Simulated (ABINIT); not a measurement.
# A GW chain in ABINIT: CdF2 (Fm-3m)

How does a plane-wave GW calculation on CdF2 (Fm-3m) run from the first input to the gap?

Method: PBE and many-body steps on it, plane waves, in ABINIT 10.8.3.

## Step 1: The system as given

It takes space group Fm-3m (No. 225, cubic). The conventional cell has a = 5.388 Å, b = 5.388 Å, c = 5.388 Å, α = 90.00°, β = 90.00°, γ = 90.00°. Nearest to Cd lie 8 F at 2.33 Å. Nearest to F lie 4 Cd at 2.33 Å. Farther neighbours, and contacts between anions beyond the nearest, are not listed.

The cell and positions come from the Crystallography Open Database and are kept as given unless a step says otherwise.

## Step 2: Ground state

This step: ABINIT 10.8.3; DFT, PBE with spin-orbit coupling, plane waves, norm-conserving pseudopotentials.

The ground-state density comes first.

File run.abi:

```
acell 3*1.0 Angstrom
rprim 
  0.000000000000 2.694000000000 2.694000000000
  2.694000000000 -0.000000000000 2.694000000000
  2.694000000000 2.694000000000 -0.000000000000
ntypat 2
znucl 48 9
natom 3
typat 1 2 2
xred 
  0.000000000000 0.000000000000 0.000000000000
  0.250000000000 0.250000000000 0.250000000000
  0.750000000000 0.750000000000 0.750000000000
pp_dirpath "pseudos"
pseudos "Cd.upf, F.upf"
ecut 47
nspinor 2
ngkpt 6 6 6
nshiftk 1
shiftk 0 0 0
kptopt 1
chksymbreak 0
nband 44
occopt 1
tolvrs 1e-10
nstep 60
prtwf 0
optforces 0
optstress 0
indata_prefix "in"
outdata_prefix "out"
tmpdata_prefix "tmp"
```

Launch:

```
$ OMP_NUM_THREADS=1 mpirun -n 4 abinit run.abi > log
```

The program printed:

```text
.Version 10.8.3 of ABINIT. v10.8.2 released Aug 2026.

 Symmetries : space group Fm -3 m (#225); Bravais cF (face-center cubic)
================================================================================
 Values of the parameters that define the memory need of the present run
     intxc =       0    ionmov =       0      iscf =       7    lmnmax =      18
     lnmax =      18     mgfft =      48  mpssoang =       5    mqgrid =    3001
     natom =       3  nloc_mem =       1    nspden =       1   nspinor =       2
    nsppol =       1      nsym =      48    n1xccc =    2501    ntypat =       2
    occopt =       1   xclevel =       2
-    mband =          44        mffmem =           1         mkmem =           4
       mpw =        4092          nfft =      110592          nkpt =          16
================================================================================
  Rough estimation (10% accuracy) of disk space for files :
================================================================================

--------------------------------------------------------------------------------
------------- Echo of variables that govern the present computation ------------
--------------------------------------------------------------------------------
 -outvars: echo values of preprocessed input variables --------
            acell      1.8897261259E+00  1.8897261259E+00  1.8897261259E+00 Bohr

      chksymbreak           0
             ecut      4.70000000E+01 Hartree
-          fftalg         312

              ixc     -101130
              kpt      0.00000000E+00  0.00000000E+00  0.00000000E+00
                       1.66666667E-01  0.00000000E+00  0.00000000E+00
                       3.33333333E-01  0.00000000E+00  0.00000000E+00
                       5.00000000E-01  0.00000000E+00  0.00000000E+00
                       1.66666667E-01  1.66666667E-01  0.00000000E+00
                       3.33333333E-01  1.66666667E-01  0.00000000E+00
                       5.00000000E-01  1.66666667E-01  0.00000000E+00
                      -3.33333333E-01  1.66666667E-01  0.00000000E+00
                      -1.66666667E-01  1.66666667E-01  0.00000000E+00
   [... 5 further rows ...]
                      -3.33333333E-01  3.33333333E-01  1.66666667E-01
                      -3.33333333E-01  5.00000000E-01  1.66666667E-01
         kptrlatt        6    0    0      0    6    0      0    0    6
          kptrlen      4.31979072E+01
P           mkmem           4
            natom           3
            nband          44
            ngfft          48      48      48
             nkpt          16
          nspinor           2
            nstep          60
             nsym          48
           ntypat           2
              occ      1.000000  1.000000  1.000000  1.000000  1.000000  1.000000
                       1.000000  1.000000  1.000000  1.000000  1.000000  1.000000
                       1.000000  1.000000  1.000000  1.000000  1.000000  1.000000
                       1.000000  1.000000  1.000000  1.000000  1.000000  1.000000
                       1.000000  1.000000  1.000000  1.000000  1.000000  1.000000
                       1.000000  1.000000  1.000000  1.000000  0.000000  0.000000
                       0.000000  0.000000  0.000000  0.000000  0.000000  0.000000
                       0.000000  0.000000
        optforces           0
        optstress           0
            prtwf           0
            rprim      0.0000000000E+00  2.6940000000E+00  2.6940000000E+00
[...]
spgroup         225

           tolvrs      1.00000000E-10

             xred      0.0000000000E+00  0.0000000000E+00  0.0000000000E+00
[...]
znucl       48.00000    9.00000

================================================================================

 chkinp: Checking input parameters for consistency.

================================================================================
== DATASET  1 ==================================================================
-   mpi_nproc: 4, omp_nthreads: 1 (-1 if OMP is not activated)

--- !DatasetInfo
iteration_state: {dtset: 1, }
dimensions: {natom: 3, nkpt: 16, mband: 44, nsppol: 1, nspinor: 2, nspden: 1, mpw: 4092, }
cutoff_energies: {ecut:  47.0, pawecutdg:  -1.0, }
electrons: {nelect:   3.40000000E+01, charge:   0.00000000E+00, occopt:   1.00000000E+00, tsmear:   1.00000000E-02, }

 Real(R)+Recip(G) space primitive vectors, cartesian coordinates (Bohr,Bohr^-1):
 R(1)=  0.0000000  5.0909222  5.0909222  G(1)= -0.0982140  0.0982140  0.0982140
 R(2)=  5.0909222  0.0000000  5.0909222  G(2)=  0.0982140 -0.0982140  0.0982140
 R(3)=  5.0909222  5.0909222  0.0000000  G(3)=  0.0982140  0.0982140 -0.0982140
 Unit cell volume ucvol=  2.6388784E+02 bohr^3
 Angles (23,13,12)=  6.00000000E+01  6.00000000E+01  6.00000000E+01 degrees

 getcut: wavevector=  0.0000  0.0000  0.0000  ngfft=  48  48  48
         ecut(hartree)=     47.000   => boxcut(ratio)=   2.16031

--- Pseudopotential description ------------------------------------------------
- Cd Generated using ONCVPSP code by D. R. Hamann
- 48.00000  20.00000  180423                  znucl, zion, pspdat
12 -101130 2 -1 1368                          pspcod,pspxc,lmax,lloc,mmax
     nproj     2     4     4     0
     spin-orbit psp
        nprojso     4     4     0
  pspatm : epsatm=   23.18602207
         --- l  ekb(1:nproj) -->
[...]
1    9.657145    1.519289    0.012856    0.000063
             2    1.541456   -0.655918    0.017961   -0.000027
  spin-orbit 1   -3.801853    0.411142    0.019680   -0.001553
  spin-orbit 2   -1.207204    0.051413    0.008713   -0.000403
 pspatm: atomic psp has been read  and splines computed

- F Generated using ONCVPSP code by D. R. Hamann
-  9.00000   7.00000  180423                  znucl, zion, pspdat
12 -101130 2 -1 832                           pspcod,pspxc,lmax,lloc,mmax
     nproj     2     2     2     0
     spin-orbit psp
        nprojso     3     2     0
  pspatm : epsatm=    4.87862678
         --- l  ekb(1:nproj) -->
[...]
spin-orbit 1    0.008185    0.003003   -0.000071
  spin-orbit 2   -0.008568    0.000210
 pspatm: atomic psp has been read  and splines computed

   1.12007137E+03                                ecore*ucvol(ha*bohr**3)
--------------------------------------------------------------------------------

_setup2: Arith. and geom. avg. npw (full set) are    4061.921    4061.898

================================================================================

--- !BeginCycle
iteration_state: {dtset: 1, }
solver: {iscf: 7, nstep: 60, nline: 4, wfoptalg: 0, }
tolerances: {tolvrs: 1.00E-10, }

     iter   Etot(hartree)      deltaE(h)  residm     vres2
 ETOT  1  -223.67704885799    -2.237E+02 2.371E+00 1.342E+03
 ETOT  2  -224.48612740587    -8.091E-01 1.781E-01 1.566E+03
 ETOT  3  -224.67850464755    -1.924E-01 1.055E-02 3.939E+01
 ETOT  4  -224.68245118034    -3.947E-03 1.217E-03 1.511E+01
 ETOT  5  -224.68302278564    -5.716E-04 8.757E-04 3.882E+00
 ETOT  6  -224.68364472174    -6.219E-04 4.052E-03 2.472E-02
 ETOT  7  -224.68364730059    -2.579E-06 5.163E-04 7.421E-04
 ETOT  8  -224.68364724441     5.618E-08 1.222E-03 7.019E-04
 ETOT  9  -224.68364733645    -9.204E-08 1.719E-04 7.627E-07
 ETOT 10  -224.68364733658    -1.295E-10 3.159E-04 1.679E-08
 ETOT 11  -224.68364733655     2.990E-11 1.834E-04 2.064E-10
 ETOT 12  -224.68364733658    -2.859E-11 4.214E-04 8.841E-13

 At SCF step   12       vres2   =  8.84E-13 < tolvrs=  1.00E-10 =>converged.

--- !ResultsGS
iteration_state: {dtset: 1, }
comment   : Summary of ground state results
lattice_vectors:
- [  0.0000000,   5.0909222,   5.0909222, ]
- [  5.0909222,  -0.0000000,   5.0909222, ]
- [  5.0909222,   5.0909222,  -0.0000000, ]
lattice_lengths: [   7.19965,    7.19965,    7.19965, ]
lattice_angles: [ 60.000,  60.000,  60.000, ] # degrees, (23, 13, 12)
lattice_volume:   2.6388784E+02
convergence: {deltae: -2.859E-11, res2:  8.841E-13, residm:  4.214E-04, diffor:  0.000E+00, }
etotal    :  -2.24683647E+02
entropy   :   0.00000000E+00
fermie    :   1.14842531E-01
cartesian_stress_tensor: null
pressure_GPa: null
xred      :
- [  0.0000E+00,   0.0000E+00,   0.0000E+00, Cd]
- [  2.5000E-01,   2.5000E-01,   2.5000E-01,  F]
- [  7.5000E-01,   7.5000E-01,   7.5000E-01,  F]
cartesian_forces: null
force_length_stats: {min: null, max: null, mean: null, }

 Integrated electronic density in atomic spheres:
 ------------------------------------------------
 Atom  Sphere_radius  Integrated_density
[...]
2        2.00000          7.04098073
    3        2.00000          7.04098073
================================================================================

 ----iterations are completed or convergence reached----

 Mean square residual over all n,k,spin=   10.082E-07; max=  42.137E-05
 reduced coordinates (array xred) for    3 atoms
       0.000000      0.000000      0.000000
       0.250000      0.250000      0.250000
       0.750000      0.750000      0.750000
 rms dE/dt=  0.0000E+00; max dE/dt=  0.0000E+00; dE/dt below (all hartree)
    1       0.000000      0.000000      0.000000
    2       0.000000      0.000000      0.000000
    3       0.000000      0.000000      0.000000

 cartesian coordinates (angstrom) at end:
    1      0.000000     0.000000     0.000000
    2      1.347000     1.347000     1.347000
    3      4.041000     4.041000     4.041000
 length scales=  1.889726  1.889726  1.889726 bohr
              =  1.000000  1.000000  1.000000 angstroms
 prteigrs : about to open file out_EIG
 Fermi (or HOMO) energy (hartree) =   0.11484   Average Vxc (hartree)=  -0.39125
 Eigenvalues (hartree) for nkpt=  16  k points:
 kpt#   1, nband= 44, wtk=  0.00463, kpt=  0.0000  0.0000  0.0000 (reduced coord)
  -3.49959   -3.49959   -2.21838   -2.21838   -2.00504   -2.00504   -2.00504   -2.00504
  -0.64656   -0.64656   -0.60611   -0.60611   -0.09528   -0.09528   -0.09528   -0.09528
  -0.08395   -0.08395   -0.04416   -0.04416   -0.04416   -0.04416    0.07753    0.07753
   0.08059    0.08059    0.08059    0.08059    0.09626    0.09626    0.09626    0.09626
   0.10032    0.10032    0.23021    0.23021    0.56863    0.56863    0.59038    0.59038
   0.59038    0.59038    0.76560    0.76560
 prteigrs : prtvol=0 or 1, do not print more k-points.

--- !EnergyTerms
iteration_state     : {dtset: 1, }
comment             : Components of total free energy in Hartree
kinetic             :  9.417169E+01
hartree             :  6.591064E+01
xc                  : -3.537012E+01
Ewald energy        : -1.394217E+02
psp_core            :  4.244498E+00
local_psp           : -2.132059E+02
non_local_psp       : -1.012840E+00
total_energy        : -2.246836E+02
total_energy_eV     : -6.113954E+03
band_energy         : -2.180086E+01

== END DATASET(S) ==============================================================
================================================================================

 -outvars: echo values of variables after computation  --------
           etotal     -2.2468364734E+02
            nband          44
             nkpt          16
          spgroup         225
 [... the other variables as echoed above ...]

 Calculation completed.
```

Elapsed: 97 s, on 4 MPI ranks of Arm Neoverse V1, shared host; peak memory 0.43 GiB.

Numbers from this step:

| Quantity | Value |
| --- | --- |
| total energy | -6113.9535 eV |
| gap | 3.139 eV |
| k of the valence top | -0.3333, 0.5, 0.1667 |
| k of the conduction bottom | 0, 0, 0 |
| least direct gap | 3.534 eV |

The gap is indirect, with the least direct gap 0.40 eV higher.

## Step 3: Bands along the symmetry lines

The cheap functional maps the bands first; the places of the edges decide which points the dearer methods must see.

File run.abi:

```
acell 3*1.0 Angstrom
rprim 
  0.000000000000 2.694000000000 2.694000000000
  2.694000000000 -0.000000000000 2.694000000000
  2.694000000000 2.694000000000 -0.000000000000
ntypat 2
znucl 48 9
natom 3
typat 1 2 2
xred 
  0.000000000000 0.000000000000 0.000000000000
  0.250000000000 0.250000000000 0.250000000000
  0.750000000000 0.750000000000 0.750000000000
pp_dirpath "pseudos"
pseudos "Cd.upf, F.upf"
ecut 47
nspinor 2
iscf -2
irdden 1
kptopt 0
nkpt 26
kpt 
  0.00000000 0.00000000 0.00000000
  0.12500000 0.00000000 0.12500000
  0.25000000 0.00000000 0.25000000
  0.37500000 0.00000000 0.37500000
  0.50000000 0.00000000 0.50000000
  0.53125000 0.06250000 0.53125000
  0.56250000 0.12500000 0.56250000
  0.59375000 0.18750000 0.59375000
  0.62500000 0.25000000 0.62500000
  0.37500000 0.37500000 0.75000000
  0.28125000 0.28125000 0.56250000
  0.18750000 0.18750000 0.37500000
  0.09375000 0.09375000 0.18750000
  0.00000000 0.00000000 0.00000000
  0.12500000 0.12500000 0.12500000
  0.25000000 0.25000000 0.25000000
  0.37500000 0.37500000 0.37500000
  0.50000000 0.50000000 0.50000000
  0.50000000 0.43750000 0.56250000
  0.50000000 0.37500000 0.62500000
  0.50000000 0.31250000 0.68750000
  0.50000000 0.25000000 0.75000000
  0.50000000 0.18750000 0.68750000
  0.50000000 0.12500000 0.62500000
  0.50000000 0.06250000 0.56250000
  0.50000000 0.00000000 0.50000000
istwfk *1
nband 50
nbdbuf 6
tolwfr 1e-08
nstep 40
prtwf 0
prtvol 0
indata_prefix "in"
outdata_prefix "out"
tmpdata_prefix "tmp"
```

The program printed:

```text
.Version 10.8.3 of ABINIT. v10.8.2 released Aug 2026.

 Symmetries : space group Fm -3 m (#225); Bravais cF (face-center cubic)
[... echo of the input left out ...]
== DATASET  1 ==================================================================
-   mpi_nproc: 4, omp_nthreads: 1 (-1 if OMP is not activated)

--- !DatasetInfo
iteration_state: {dtset: 1, }
dimensions: {natom: 3, nkpt: 26, mband: 50, nsppol: 1, nspinor: 2, nspden: 1, mpw: 4092, }
cutoff_energies: {ecut:  47.0, pawecutdg:  -1.0, }
electrons: {nelect:   3.40000000E+01, charge:   0.00000000E+00, occopt:   1.00000000E+00, tsmear:   1.00000000E-02, }

 Real(R)+Recip(G) space primitive vectors, cartesian coordinates (Bohr,Bohr^-1):
 R(1)=  0.0000000  5.0909222  5.0909222  G(1)= -0.0982140  0.0982140  0.0982140
 R(2)=  5.0909222  0.0000000  5.0909222  G(2)=  0.0982140 -0.0982140  0.0982140
 R(3)=  5.0909222  5.0909222  0.0000000  G(3)=  0.0982140  0.0982140 -0.0982140
 Unit cell volume ucvol=  2.6388784E+02 bohr^3
 Angles (23,13,12)=  6.00000000E+01  6.00000000E+01  6.00000000E+01 degrees

 getcut: wavevector=  0.0000  0.0000  0.0000  ngfft=  48  48  48
         ecut(hartree)=     47.000   => boxcut(ratio)=   2.16031

--- Pseudopotential description ------------------------------------------------
- Cd Generated using ONCVPSP code by D. R. Hamann
- 48.00000  20.00000  180423                  znucl, zion, pspdat
12 -101130 2 -1 1368                          pspcod,pspxc,lmax,lloc,mmax
     nproj     2     4     4     0
     spin-orbit psp
        nprojso     4     4     0
  pspatm : epsatm=   23.18602207
         --- l  ekb(1:nproj) -->
             0    3.484518   49.532866
             1    9.657145    1.519289    0.012856    0.000063
             2    1.541456   -0.655918    0.017961   -0.000027
  spin-orbit 1   -3.801853    0.411142    0.019680   -0.001553
  spin-orbit 2   -1.207204    0.051413    0.008713   -0.000403
 pspatm: atomic psp has been read  and splines computed

- F Generated using ONCVPSP code by D. R. Hamann
-  9.00000   7.00000  180423                  znucl, zion, pspdat
12 -101130 2 -1 832                           pspcod,pspxc,lmax,lloc,mmax
     nproj     2     2     2     0
     spin-orbit psp
        nprojso     3     2     0
  pspatm : epsatm=    4.87862678
         --- l  ekb(1:nproj) -->
             0    1.070104    6.519527
             1   -3.955496   -1.291891
[...]
spin-orbit 1    0.008185    0.003003   -0.000071
  spin-orbit 2   -0.008568    0.000210
 pspatm: atomic psp has been read  and splines computed

--------------------------------------------------------------------------------

================================================================================
 prteigrs : about to open file out_EIG
 Non-SCF case, kpt    1 (  0.00000  0.00000  0.00000), residuals and eigenvalues=
[...]
1.33E-03  3.64E-03
[...]
Non-SCF case, kpt    3 (  0.25000  0.00000  0.25000), residuals and eigenvalues=
[...]
Non-SCF case, kpt   25 (  0.50000  0.06250  0.56250), residuals and eigenvalues=
[...]
Non-SCF case, kpt   26 (  0.50000  0.00000  0.50000), residuals and eigenvalues=
[...]
4.7143E-01  4.7143E-01  5.5506E-01  5.5506E-01  6.3488E-01  6.3488E-01
  6.4626E-01  6.4626E-01  8.3192E-01  8.3192E-01  8.9013E-01  8.9013E-01
[...]
--- !ResultsGS
iteration_state: {dtset: 1, }
comment   : Summary of ground state results
lattice_vectors:
- [  0.0000000,   5.0909222,   5.0909222, ]
- [  5.0909222,  -0.0000000,   5.0909222, ]
- [  5.0909222,   5.0909222,  -0.0000000, ]
lattice_lengths: [   7.19965,    7.19965,    7.19965, ]
lattice_angles: [ 60.000,  60.000,  60.000, ] # degrees, (23, 13, 12)
lattice_volume:   2.6388784E+02
convergence: {deltae:  0.000E+00, res2:  0.000E+00, residm:  9.972E-09, diffor:  0.000E+00, }
etotal    :  -2.24683647E+02
entropy   :   0.00000000E+00
fermie    :   1.14842531E-01
cartesian_stress_tensor: null
pressure_GPa: null
xred      :
- [  0.0000E+00,   0.0000E+00,   0.0000E+00, Cd]
- [  2.5000E-01,   2.5000E-01,   2.5000E-01,  F]
- [  7.5000E-01,   7.5000E-01,   7.5000E-01,  F]
cartesian_forces: null
force_length_stats: {min: null, max: null, mean: null, }

 Integrated electronic density in atomic spheres:
 ------------------------------------------------
 Atom  Sphere_radius  Integrated_density
[...]
================================================================================

 ----iterations are completed or convergence reached----

 Mean square residual over all n,k,spin=   45.296E-10; max=  99.724E-10
 reduced coordinates (array xred) for    3 atoms
[...]
0.250000      0.250000      0.250000
       0.750000      0.750000      0.750000

 cartesian coordinates (angstrom) at end:
    1      0.000000     0.000000     0.000000
    2      1.347000     1.347000     1.347000
    3      4.041000     4.041000     4.041000
 length scales=  1.889726  1.889726  1.889726 bohr
              =  1.000000  1.000000  1.000000 angstroms
 prteigrs : about to open file out_EIG
 Eigenvalues (hartree) for nkpt=  26  k points:
 kpt#   1, nband= 50, wtk=  1.00000, kpt=  0.0000  0.0000  0.0000 (reduced coord)
[...]
kpt#   2, nband= 50, wtk=  1.00000, kpt=  0.1250  0.0000  0.1250 (reduced coord)
[...]
kpt#   3, nband= 50, wtk=  1.00000, kpt=  0.2500  0.0000  0.2500 (reduced coord)
[...]
kpt#  25, nband= 50, wtk=  1.00000, kpt=  0.5000  0.0625  0.5625 (reduced coord)
[...]
0.93835    0.93920
 kpt#  26, nband= 50, wtk=  1.00000, kpt=  0.5000  0.0000  0.5000 (reduced coord)
[...]
0.11371    0.11371    0.41083    0.41083    0.47143    0.47143    0.55506    0.55506
   0.63488    0.63488    0.64626    0.64626    0.83192    0.83192    0.89013    0.89013
   0.96066    0.96376

== END DATASET(S) ==============================================================
================================================================================

 -outvars: echo values of variables after computation  --------
            nband          50
             nkpt          26
          spgroup         225
 [... the other variables as echoed above ...]

 Calculation completed.
```

Run time: 76 s. Hardware: 4 MPI ranks; peak memory 0.45 GiB.

This step gave:

* gap: 3.120 eV
* k of the valence top: 0.5, 0.25, 0.75
* k of the conduction bottom: 0, 0, 0
* least direct gap: 3.534 eV

The gap is 3.120 eV, −0.019 eV from the run before at this level.

The electronic bands at the labelled points (eV, zero at the top of the highest filled band):

```tsv
point	band 31	band 32	band 33	band 34	band 35	band 36	band 37	band 38
Γ	-0.52	-0.52	-0.41	-0.41	3.12	3.12	12.33	12.33
halfway	-0.35	-0.35	-0.27	-0.27	5.33	5.33	10.67	10.67
X	-0.13	-0.13	-0.05	-0.05	8.04	8.04	9.68	9.68
halfway	-0.25	-0.25	-0.11	-0.11	8.05	8.05	9.98	9.98
U	-0.35	-0.35	-0.19	-0.19	7.99	7.99	10.75	10.75
jump to K	-0.35	-0.35	-0.19	-0.19	7.99	7.99	10.75	10.75
halfway	-0.45	-0.45	-0.39	-0.39	5.62	5.62	10.67	10.67
Γ	-0.52	-0.52	-0.41	-0.41	3.12	3.12	12.33	12.33
halfway	-0.49	-0.49	-0.39	-0.39	4.99	4.99	10.82	10.82
L	-0.45	-0.45	-0.33	-0.33	7.20	7.20	9.17	9.17
halfway	-0.47	-0.47	-0.23	-0.23	7.58	7.58	9.85	9.85
W	-0.60	-0.60	0.00	0.00	8.10	8.10	11.47	11.47
halfway	-0.53	-0.53	-0.04	-0.04	8.07	8.07	10.27	10.27
X	-0.13	-0.13	-0.05	-0.05	8.04	8.04	9.68	9.68
```

(Part 1 of 2 ends here.)

[Long decimals in the printed logs are rounded to 6 places.]

[Logs are printed without paths, hosts, clocks, repeated set-up lines and the standing remarks that a program may print on its own settings, such as how far it seeks lower states.]

[Paths, hosts, dates, memory and timing lines, banners, echoed tables and standing remarks are left out of the program output; an Ansatz launch command may be rebuilt from the run's recorded settings. Measured values are a selection of at most five: reports struck by readers or far from the other reports are left out. None is set beside runs whose start may be inverted or whose files or cutoffs have a known fault.]

[Runs of the session that timed out or met a known fault of the program may be left out.]

[Hosts, paths, dates, database ids (printed as entryN), source tags and the programs' standing remarks are cut or masked in the printed files.]

[G0W0 gaps are taken among the corrected bands and points alone; a level outside them can change the order at an edge.]

[Where Ansatz stands beside ABINIT at settings called matched, ABINIT's density can come from a denser mesh and the files from another edition; pairs whose starting gaps differed by over 0.03 eV were left out, so agreement reads better than it is.]
